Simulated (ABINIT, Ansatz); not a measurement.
# LiCNO (R3m): bands and cutoff in G0W0 with ABINIT

Aim: raise bands and screening cutoff together for LiCNO (R3m) and follow gap and time.

Calculated with ABINIT 10.8.3; PBEsol and many-body steps on it, plane waves.

## (1) The structure

The structure is trigonal, space group R3m (No. 160). The conventional cell has a = 3.288 Å, b = 3.288 Å, c = 14.286 Å, α = 90.00°, β = 90.00°, γ = 120.00°. Nearest to Li lie 3 N at 2.18 Å and 3 O at 2.28 Å. Nearest to C lie 1 N at 1.19 Å and 1 O at 1.23 Å. Nearest to N lie 1 C at 1.19 Å and 3 Li at 2.18 Å. Nearest to O lie 1 C at 1.23 Å and 3 Li at 2.28 Å. Farther neighbours and most contacts between anions are not listed.

The cell and positions are those that the Materials Project relaxed with its own functionals (PBE, PBE+U or r2SCAN), kept fixed.

## (2) Empty states on the mesh, 4×4×4 mesh, 150 bands

This step: ABINIT 10.8.3; DFT, PBEsol, plane waves, norm-conserving pseudopotentials.

The sums over transitions need many empty states on a uniform mesh; this step solves for them.

Input file run.abi:

```
acell 3*1.0 Angstrom
rprim 
  1.643988180588 0.949157018607 4.762053928800
  -1.643988180588 0.949157018607 4.762053928800
  0.000000000000 -1.898314037214 4.762053928800
ntypat 4
znucl 3 6 7 8
natom 4
typat 1 2 3 4
xred 
  0.005259000000 0.005259000000 0.005259000000
  0.497462000000 0.497462000000 0.497462000000
  0.413960000000 0.413960000000 0.413960000000
  0.583333333333 0.583333333333 0.583333333333
pp_dirpath "pseudos"
pseudos "Li.upf, C.upf, N.upf, O.upf"
ecut 37
ngkpt 4 4 4
nshiftk 1
shiftk 0 0 0
kptopt 1
chksymbreak 0
irdden 1
istwfk *1
nband 150
prtvol 0
optdriver 6
gwr_task "HDIAGO"
paral_kgb 0
occopt 1
indata_prefix "in"
outdata_prefix "out"
tmpdata_prefix "tmp"
```

Run with:

```
> OMP_NUM_THREADS=1 mpirun -n 4 abinit run.abi > log
```

Output:

```text
.Version 10.8.3 of ABINIT. v10.8.2 released Aug 2026.

 Symmetries : space group R3 m (#160); Bravais hR (rhombohedral)
[... echo of the input left out ...]
== DATASET  1 ==================================================================
-   mpi_nproc: 4, omp_nthreads: 1 (-1 if OMP is not activated)

--- !DatasetInfo
iteration_state: {dtset: 1, }
dimensions: {natom: 4, nkpt: 13, mband: 150, nsppol: 1, nspinor: 1, nspden: 1, mpw: 3276, }
cutoff_energies: {ecut:  37.0, pawecutdg:  -1.0, }
[...]
Indirect band gap semiconductor
 Fundamental gap:     4.664 (eV)
   VBM:    -0.072 (eV) at k: [ 5.0000E-01,  5.0000E-01,  5.0000E-01]
   CBM:     4.593 (eV) at k: [ 0.0000E+00,  0.0000E+00,  0.0000E+00]
 Direct gap:         4.820 (eV) at k: [ 0.0000E+00,  0.0000E+00,  0.0000E+00]

== END DATASET(S) ==============================================================
================================================================================

 -outvars: echo values of variables after computation  --------
           etotal      0.0000000000E+00
            nband         150
             nkpt          13
          spgroup         160
 [... the other variables as echoed above ...]

 Calculation completed.
```

Wall time 1.7 min (4 MPI ranks of Intel Xeon Platinum 8375C at 2.90GHz (Ice Lake), shared host); peak memory 2.6 GiB.

Numbers from this step:

```
gap                                                           : 4.664 eV
k of the valence top                                          : 0.5, 0.5, 0.5
k of the conduction bottom                                    : 0, 0, 0
least direct gap                                              : 4.820 eV
k points computed                                             : 13
lowest point of the top converged band, above the valence top : 112.4387 eV
```

On this mesh the gap is 4.664 eV.

The density comes from a self-consistent run that is not shown.

## (3) Screening, 4×4×4 mesh, 25 bands, screening to 76.2 eV

The RPA dielectric matrix is built and inverted for each q.

This step: RPA screening on PBEsol, plane waves, norm-conserving pseudopotentials.

run.abi, as its differences from that of step 2:

```diff
@@ -22,10 +22,11 @@
 chksymbreak 0
-irdden 1
 istwfk *1
-nband 150
-prtvol 0
-optdriver 6
-gwr_task "HDIAGO"
-paral_kgb 0
 occopt 1
+irdwfk 1
+optdriver 3
+nband 25
+ecuteps 2.8
+inclvkb 2
+awtr 1
+symchi 1
 indata_prefix "in"
```

Output:

```text
.Version 10.8.3 of ABINIT. v10.8.2 released Aug 2026.

 Symmetries : space group R3 m (#160); Bravais hR (rhombohedral)
[... echo of the input left out ...]
== DATASET  1 ==================================================================
-   mpi_nproc: 4, omp_nthreads: 1 (-1 if OMP is not activated)

--- !DatasetInfo
iteration_state: {dtset: 1, }
dimensions: {natom: 4, nkpt: 13, mband: 25, nsppol: 1, nspinor: 1, nspden: 1, mpw: 3276, }
cutoff_energies: {ecut:  37.0, pawecutdg:  -1.0, }
electrons: {nelect:   1.80000000E+01, charge:   0.00000000E+00, occopt:   1.00000000E+00, tsmear:   1.00000000E-02, }

 SCREENING: Calculation of the susceptibility and dielectric matrices

 Based on a program developped by R.W. Godby, V. Olevano, G. Onida, and L. Reining.
 Incorporated in ABINIT by V. Olevano, G.-M. Rignanese, and M. Torrent.
.Using double precision arithmetic ; gwpc =  8

[... cell and pseudopotentials left out ...]
--------------------------------------------------------------------------------

 ==== K-mesh for the wavefunctions ====
 Number of points in the irreducible wedge :    13
[... list of points left out ...]
 Together with  6 symmetry operations and time-reversal symmetry
 yields    64 points in the full Brillouin Zone.

 ==== Q-mesh for the screening function ====
 Number of points in the irreducible wedge :    13
[... list of points left out ...]
 Together with  6 symmetry operations and time-reversal symmetry
 yields    64 points in the full Brillouin Zone.

 setmesh: FFT mesh size selected  =    36x   36x   36
          total number of points  =        46656

 vcoul_init : cutoff-mode = AUXILIARY_FUNCTION
 q-points for optical limit:   1
     1)      0.000010    0.000020    0.000030

- screening: taking advantage of time-reversal symmetry
- Maximum band index for partially occupied states nbvw = 9
- Remaining bands to be divided among processors   nbcw = 16
- Number of bands treated by each node ~4

 Number of electrons calculated from density =   18.0000; Expected =   18.0000
 average of density, n =  0.059826
 r_s =    1.5861
 omega_plasma =   23.5940 [eV]

 calculating chi0 at frequencies [eV] :
  1    0.000000E+00    0.000000E+00
  2    0.000000E+00    2.359404E+01

--------------------------------------------------------------------------------
  q-point number  1        q = ( 0.000000, 0.000000, 0.000000) [r.l.u.]
--------------------------------------------------------------------------------
[... chi0 elements left out ...]
 For q-point:  0.000010 0.000020 0.000030
  dielectric constant =   2.3656
  dielectric constant without local fields =   2.9990

  Average fulfillment of the sum rule on Im[epsilon] for q-point    1 :     31.74  [%]
[... wings left out ...]
  q-point number  2        q = ( 0.250000, 0.000000, 0.000000) [r.l.u.]
--------------------------------------------------------------------------------
[... chi0 elements left out ...]
  Average fulfillment of the sum rule on Im[epsilon] for q-point    2 :     40.75  [%]

 [... 11 further q-points ...]
```

Run time: 16 s. Hardware: 4 MPI ranks; peak memory 0.88 GiB.

Numbers from this step:

| Item | Value |
| --- | --- |
| ε∞ with local fields, on this mesh, along the program's q direction | 2.366 |
| the same without local fields | 2.999 |
| plasma frequency | 23.59 eV |
| plane waves in the screening matrix | 67 |

Local fields lower ε∞ by 21 %.

## (4) 25 bands, 76.2 eV

The self-energy is evaluated for the states that the input lists, and the levels follow from it, in one-shot runs by the linearised quasiparticle equation.

This step: G0W0 on PBEsol, plane waves, norm-conserving pseudopotentials.

run.abi, as its differences from that of step 3:

```diff
@@ -25,8 +25,17 @@
 irdwfk 1
-optdriver 3
+optdriver 4
 nband 25
+gwcalctyp 0
+ecutsigx 37
+symsigma 1
+nkptgw 2
+kptgw 
+  0.5000000000 0.5000000000 0.5000000000
+  0.0000000000 0.0000000000 0.0000000000
+bdgw 
+  8 12
+  8 12
 ecuteps 2.8
-inclvkb 2
-awtr 1
-symchi 1
+irdscr 1
+ppmodel 1
 indata_prefix "in"
```

Output:

```text
.Version 10.8.3 of ABINIT. v10.8.2 released Aug 2026.

 Symmetries : space group R3 m (#160); Bravais hR (rhombohedral)
[... echo of the input left out ...]
== DATASET  1 ==================================================================
-   mpi_nproc: 4, omp_nthreads: 1 (-1 if OMP is not activated)

--- !DatasetInfo
iteration_state: {dtset: 1, }
dimensions: {natom: 4, nkpt: 13, mband: 25, nsppol: 1, nspinor: 1, nspden: 1, mpw: 3276, }
cutoff_energies: {ecut:  37.0, pawecutdg:  -1.0, }
electrons: {nelect:   1.80000000E+01, charge:   0.00000000E+00, occopt:   1.00000000E+00, tsmear:   1.00000000E-02, }

 SIGMA: Calculation of the GW corrections

 Based on a program developped by R.W. Godby, V. Olevano, G. Onida, and L. Reining.
 Incorporated in ABINIT by V. Olevano, G.-M. Rignanese, and M. Torrent.
.Using double precision arithmetic ; gwpc =  8

[... cell and pseudopotentials left out ...]
--------------------------------------------------------------------------------

 ==== K-mesh for the wavefunctions ====
 Number of points in the irreducible wedge :    13
[... list of points left out ...]
 Together with  6 symmetry operations and time-reversal symmetry
 yields    64 points in the full Brillouin Zone.

 ==== Q-mesh for screening function ====
 Number of points in the irreducible wedge :    13
[... list of points left out ...]
 Together with  6 symmetry operations and time-reversal symmetry
 yields    64 points in the full Brillouin Zone.

 vcoul_init : cutoff-mode = AUXILIARY_FUNCTION
 q-points for optical limit:   1
     1)      0.000010    0.000020    0.000030
 setmesh: FFT mesh size selected  =    54x   54x   54
          total number of points  =       157464

 Number of electrons calculated from density =   18.0000; Expected =   18.0000
 average of density, n =  0.059826
 r_s =    1.5861
 omega_plasma =   23.5940 [eV]

 === KS Band Gaps ===
  >>>> For spin  1
   Minimum direct gap =   4.8204 [eV], located at k-point      :   0.0000  0.0000  0.0000
   Fundamental gap    =   4.6643 [eV], Top of valence bands at :   0.5000  0.5000  0.5000
                                       Bottom of conduction at :   0.0000  0.0000  0.0000
 SIGMA fundamental parameters:
 PLASMON POLE MODEL  1
 number of plane-waves for SigmaX                 3259
 number of plane-waves for SigmaC and W             67
 number of plane-waves for wavefunctions          3259
 number of bands                                    25
 number of independent spin polarizations            1
 number of spinorial components                      1
 number of k-points in IBZ                          13
 number of q-points in IBZ                          13
 number of symmetry operations                       6
 number of k-points in BZ                           64
 number of q-points in BZ                           64
 number of frequencies for dSigma/dE                 9
 frequency step for dSigma/dE [eV]                0.25
 number of omega for Sigma on real axis              0
 max omega for Sigma on real axis  [eV]           0.00
 zcut for avoiding poles [eV]                     0.10

 EPSILON^-1 parameters (SCR file):
 dimension of the eps^-1 matrix on file             67
 dimension of the eps^-1 matrix used                67
 number of plane-waves for wavefunctions          3259
 number of bands                                    25
 number of q-points in IBZ                          13
 number of frequencies                               2
 number of real frequencies                          1
 number of imag frequencies                          1

 matrix elements of self-energy operator (all in [eV])

 Perturbative Calculation

--- !SelfEnergy_ee
iteration_state: {dtset: 1, }
kpoint     : [   0.500,    0.500,    0.500, ]
spin       : 1
KS_gap     :    4.997
QP_gap     :    7.755
Delta_QP_KS:    2.758
data: !SigmaeeData |
     Band     E0 <VxcDFT>   SigX SigC(E0)      Z dSigC/dE  Sig(E)    E-E0       E
        8  -0.072 -17.881 -22.041   2.997   0.819  -0.221 -18.834  -0.952  -1.024
        9  -0.072 -17.881 -22.041   2.997   0.819  -0.221 -18.834  -0.952  -1.024
       10   4.925  -9.746  -5.044  -2.637   0.874  -0.144  -7.941   1.806   6.731
       11   7.610 -15.970  -9.345  -2.336   0.830  -0.205 -12.411   3.560  11.169
       12   7.610 -15.970  -9.345  -2.336   0.830  -0.205 -12.411   3.560  11.169

--- !SelfEnergy_ee
iteration_state: {dtset: 1, }
kpoint     : [   0.000,    0.000,    0.000, ]
spin       : 1
KS_gap     :    4.820
QP_gap     :    7.593
Delta_QP_KS:    2.773
data: !SigmaeeData |
     Band     E0 <VxcDFT>   SigX SigC(E0)      Z dSigC/dE  Sig(E)    E-E0       E
        8  -0.228 -17.700 -21.924   3.008   0.819  -0.221 -18.696  -0.996  -1.224
        9  -0.228 -17.700 -21.924   3.008   0.819  -0.221 -18.696  -0.996  -1.224
       10   4.593 -10.335  -5.608  -2.687   0.871  -0.148  -8.558   1.777   6.369
       11   7.799 -16.092  -9.352  -2.394   0.827  -0.208 -12.497   3.596  11.395
       12   7.799 -16.092  -9.352  -2.394   0.827  -0.208 -12.497   3.596  11.395

== END DATASET(S) ==============================================================
================================================================================

 -outvars: echo values of variables after computation  --------
           etotal      0.0000000000E+00
            nband          25
             nkpt          13
          spgroup         160
 [... the other variables as echoed above ...]

 Calculation completed.
```

Wall time 5.3 s (4 MPI ranks); peak memory 0.67 GiB; 21 s of CPU time.

This step gave:

| Item | Value |
| --- | --- |
| G0W0 gap on the points computed | 7.393 eV |
| starting gap on the mesh | 4.664 eV |
| k of the valence top | 0.5, 0.5, 0.5 |
| k of the conduction bottom | 0, 0, 0 |
| Z at the valence top | 0.819 |
| Z at the conduction bottom | 0.871 |
| least direct G0W0 gap on the computed points | 7.593 eV |

The gap on the mesh goes from 4.66 eV to 7.39 eV, a correction of +2.73 eV.

## (5) Screening, 4×4×4 mesh, 63 bands, screening to 141.5 eV

This step: RPA screening on PBEsol, plane waves, norm-conserving pseudopotentials.

run.abi, as its differences from that of step 4:

```diff
@@ -25,17 +25,8 @@
 irdwfk 1
-optdriver 4
-nband 25
-gwcalctyp 0
-ecutsigx 37
-symsigma 1
-nkptgw 2
-kptgw 
-  0.5000000000 0.5000000000 0.5000000000
-  0.0000000000 0.0000000000 0.0000000000
-bdgw 
-  8 12
-  8 12
-ecuteps 2.8
-irdscr 1
-ppmodel 1
+optdriver 3
+nband 63
+ecuteps 5.2
+inclvkb 2
+awtr 1
+symchi 1
 indata_prefix "in"
```

Output:

```text
.Version 10.8.3 of ABINIT. v10.8.2 released Aug 2026.

 Symmetries : space group R3 m (#160); Bravais hR (rhombohedral)
[... echo of the input left out ...]
== DATASET  1 ==================================================================
-   mpi_nproc: 4, omp_nthreads: 1 (-1 if OMP is not activated)

--- !DatasetInfo
iteration_state: {dtset: 1, }
dimensions: {natom: 4, nkpt: 13, mband: 63, nsppol: 1, nspinor: 1, nspden: 1, mpw: 3276, }
cutoff_energies: {ecut:  37.0, pawecutdg:  -1.0, }
electrons: {nelect:   1.80000000E+01, charge:   0.00000000E+00, occopt:   1.00000000E+00, tsmear:   1.00000000E-02, }

 SCREENING: Calculation of the susceptibility and dielectric matrices

 Based on a program developped by R.W. Godby, V. Olevano, G. Onida, and L. Reining.
 Incorporated in ABINIT by V. Olevano, G.-M. Rignanese, and M. Torrent.
.Using double precision arithmetic ; gwpc =  8

[... cell and pseudopotentials left out ...]
--------------------------------------------------------------------------------

 ==== K-mesh for the wavefunctions ====
 Number of points in the irreducible wedge :    13
[... list of points left out ...]
 Together with  6 symmetry operations and time-reversal symmetry
 yields    64 points in the full Brillouin Zone.

 ==== Q-mesh for the screening function ====
 Number of points in the irreducible wedge :    13
[... list of points left out ...]
 Together with  6 symmetry operations and time-reversal symmetry
 yields    64 points in the full Brillouin Zone.

 setmesh: FFT mesh size selected  =    40x   40x   40
          total number of points  =        64000

 vcoul_init : cutoff-mode = AUXILIARY_FUNCTION
 q-points for optical limit:   1
     1)      0.000010    0.000020    0.000030

- screening: taking advantage of time-reversal symmetry
- Maximum band index for partially occupied states nbvw = 9
- Remaining bands to be divided among processors   nbcw = 54
- Number of bands treated by each node ~13

 Number of electrons calculated from density =   18.0000; Expected =   18.0000
 average of density, n =  0.059826
 r_s =    1.5861
 omega_plasma =   23.5940 [eV]

 calculating chi0 at frequencies [eV] :
  1    0.000000E+00    0.000000E+00
  2    0.000000E+00    2.359404E+01

--------------------------------------------------------------------------------
  q-point number  1        q = ( 0.000000, 0.000000, 0.000000) [r.l.u.]
--------------------------------------------------------------------------------
[... chi0 elements left out ...]
 For q-point:  0.000010 0.000020 0.000030
  dielectric constant =   2.3903
  dielectric constant without local fields =   3.0743

  Average fulfillment of the sum rule on Im[epsilon] for q-point    1 :     61.35  [%]
[... wings left out ...]
  q-point number  2        q = ( 0.250000, 0.000000, 0.000000) [r.l.u.]
--------------------------------------------------------------------------------
[... chi0 elements left out ...]
  Average fulfillment of the sum rule on Im[epsilon] for q-point    2 :     70.56  [%]

 [... 11 further q-points ...]
```

The job ended after 88 s (4 MPI ranks; peak memory 1.6 GiB; 5.8 min of CPU time).

Numbers from this step:

* ε∞ with local fields, on this mesh, along the program's q direction: 2.390
* the same without local fields: 3.074
* plasma frequency: 23.59 eV
* plane waves in the screening matrix: 159

(Part 1 of 2 ends here.)

[Paths, hosts, dates, memory and timing lines, banners, echoed tables and standing remarks are left out of the program output.]

[Logs are printed without paths, hosts, clocks, repeated set-up lines and the standing remarks that a program may print on its own settings, such as how far it seeks lower states.]

[Runs of the session that timed out or met a known fault of the program may be left out.]

[No measured gap is set beside runs whose start may be inverted or whose files or cutoffs have a known fault.]

[Hosts, paths, dates, database ids (printed as entryN), source tags and the programs' standing remarks are cut or masked in the printed files.]

[G0W0 gaps are taken among the corrected bands and points alone; a level outside them can change the order at an edge.]

[Where Ansatz stands beside ABINIT at settings called matched, ABINIT's density can come from a denser mesh and the files from another edition; pairs whose starting gaps differed by over 0.03 eV were left out, so agreement reads better than it is.]
